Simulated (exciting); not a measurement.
LuAgO2, space group R-3m, O K edge of atom 3, with 1 Ag at 2.07 Å and 3 Lu at 2.20 Å (distorted tetrahedral, site symmetry 3m); the tensor is averaged over the atoms equivalent by symmetry. Method: exciting, all-electron LAPW+lo, LDA, exchange and screened direct term (singlet BSE), 3×3×3 shifted k points, 28 conduction bands, |G+q| up to 3 bohr⁻¹, full RPA screening with nempty = 52, Lorentzian half width 0.45 eV.

```xyz
4
Lattice="1.6868 0.9739 6.1966 -1.6868 0.9739 6.1966 0.0000 -1.9478 6.1966" Properties=species:S:1:pos:R:3 pbc="T T T"
Lu    0.0000    0.0000    9.2949
Ag    0.0000    0.0000    0.0000
O     0.0000    0.0000    2.0653
O     0.0000    0.0000   16.5246
```

Energy from the Kohn–Sham onset, core level to the lowest empty state found on the meshes used; scaled to the maximum of the polarisation mean:

```csv
E (eV),curve 1,curve 2
-4.5,0.02,0.04
-4.0,0.02,0.04
-3.5,0.02,0.06
-3.0,0.03,0.08
-2.5,0.03,0.12
-2.0,0.04,0.20
-1.5,0.06,0.40
-1.0,0.10,1.06
-0.5,0.20,1.70
0.0,0.46,0.93
0.5,0.52,0.56
1.0,0.43,0.47
1.5,0.50,0.61
2.0,0.83,0.78
2.5,0.86,0.50
3.0,0.60,0.41
3.5,0.39,0.43
4.0,0.39,0.61
4.5,0.36,0.66
5.0,0.31,0.56
5.5,0.31,0.55
6.0,0.43,0.69
6.5,0.78,0.57
7.0,1.21,0.56
7.5,1.02,0.59
8.0,0.69,0.46
8.5,0.55,0.35
9.0,0.42,0.30
9.5,0.39,0.27
10.0,0.34,0.28
10.5,0.28,0.25
11.0,0.24,0.25
11.5,0.21,0.28
12.0,0.19,0.29
12.5,0.18,0.31
13.0,0.19,0.34
13.5,0.17,0.26
14.0,0.15,0.19
14.5,0.20,0.19
15.0,0.22,0.18
15.5,0.21,0.17
16.0,0.18,0.17
16.5,0.15,0.16
17.0,0.17,0.17
17.5,0.15,0.16
18.0,0.15,0.17
18.5,0.14,0.16
19.0,0.14,0.14
19.5,0.17,0.12
20.0,0.20,0.13
20.5,0.20,0.14
21.0,0.24,0.15
21.5,0.29,0.16
22.0,0.30,0.17
22.5,0.22,0.17
23.0,0.19,0.16
23.5,0.20,0.16
```

Question: The curves are the diagonal elements of Im ε for ε ∥ c and ⊥ c. Which is which?

Curve 1: ε ⊥ c, maxima 0.3 eV (0.55), 2.3 eV (0.89) and 7.0 eV (1.22); 3 lower ones aren't listed. Curve 2: ε ∥ c, maxima -0.6 eV (1.79), 1.9 eV (0.80) and 5.9 eV (0.69); 3 lower ones aren't listed. A K edge probes the empty p states along ε, which follow the bonds' lengths and directions.

[Banner, clock and machine lines of the logs are left out without a mark of their own.]

[Logs are printed without paths, hosts, clocks, repeated set-up lines and the standing remarks that a program may print on its own settings, such as how far it seeks lower states.]

[Hosts, paths, dates, database ids (printed as entryN), source tags and the programs' standing remarks are cut or masked in the printed files.]
